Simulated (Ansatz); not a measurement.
In doubt: masses and optical values from hybrid runs of this build are listed as unsure (in some of the runs), which bears on the screening that GW takes from such a start; one-shot GW on d or f shells is unsure (in some of the runs), so the values of those runs are not to be relied on.

The crystal is Cs2InAgCl6 (Fm-3m).

The structure is cubic, space group Fm-3m (No. 225). The conventional cell has a = 10.469 Å, b = 10.469 Å, c = 10.469 Å, α = 90.00°, β = 90.00°, γ = 90.00°. Cs has 12 Cl at 3.70 Å nearest. In has 6 Cl at 2.51 Å nearest. Nearest to Ag lie 6 Cl at 2.72 Å. Cl has 1 In at 2.51 Å and 1 Ag at 2.72 Å and 4 Cs at 3.70 Å nearest. Farther neighbours and most contacts between anions are not listed.

```xyz
10
Lattice="0.0000 5.2345 5.2345 5.2345 0.0000 5.2345 5.2345 5.2345 0.0000" Properties=species:S:1:pos:R:3 pbc="T T T"
Cs    2.6172    2.6172    2.6172
Cs    7.8517    7.8517    7.8517
In    0.0000    0.0000    0.0000
Ag    5.2345    5.2345    5.2345
Cl    2.5104    5.2345    5.2345
Cl    5.2345    2.5104    5.2345
Cl    7.9586    5.2345    5.2345
Cl    5.2345    7.9586    5.2345
Cl    5.2345    5.2345    2.5104
Cl    5.2345    5.2345    7.9586
```

The cell and positions come from the Crystallography Open Database and are kept as given unless a step says otherwise. Spin-orbit coupling is left out unless a run names it. PAW set soft_2, made with PBE.

Gaps computed with Ansatz 0.2.0 without a self-energy: HSE06 2.57 eV, r2SCAN 1.74 eV and PBE0 3.27 eV.

What gap should G0W0 on HSE06 give (2×2×2 mesh, 1078 empty bands, screening to 140 eV, default PAW files)?

About 3.53 eV: on its mesh the run moves the gap from 2.58 eV by +0.95 eV. Among the scalar-relativistic levels given, PBE0 is nearest (−0.26 eV). Bands and cutoff are finite, so the gap is not at the basis limit. The miss can reach some tenths of an eV and take either sign; the mesh is an error of its own. The 2×2×2 mesh is coarse for this cell (its supercell is 15 Å along the shortest edge). The RPA ε∞ on it, from the HSE06 start, is 2.97; such meshes misread the long-range screening, most where the gap is narrow. A d shell, filled or nearly so, lies near the gap. One-shot GW converges very slowly in bands there, not always from below, and on a semilocal start the gap tends to come out low; starts rich in exact exchange can overshoot instead. The many-body steps are scalar-relativistic: spin-orbit coupling is not in them.

[Paths, hosts, dates, memory and timing lines, banners, echoed tables and standing remarks are left out of the program output.]

[Logs are printed without paths, hosts, clocks, repeated set-up lines and the standing remarks that a program may print on its own settings, such as how far it seeks lower states.]

[Runs of the session that timed out or met a known fault of the program may be left out.]

[Cells called generated may have been cut or substituted from an entry of the Crystallography Open Database or the Materials Project.]

[Hosts, paths, dates, database ids (printed as entryN), source tags and the programs' standing remarks are cut or masked in the printed files.]
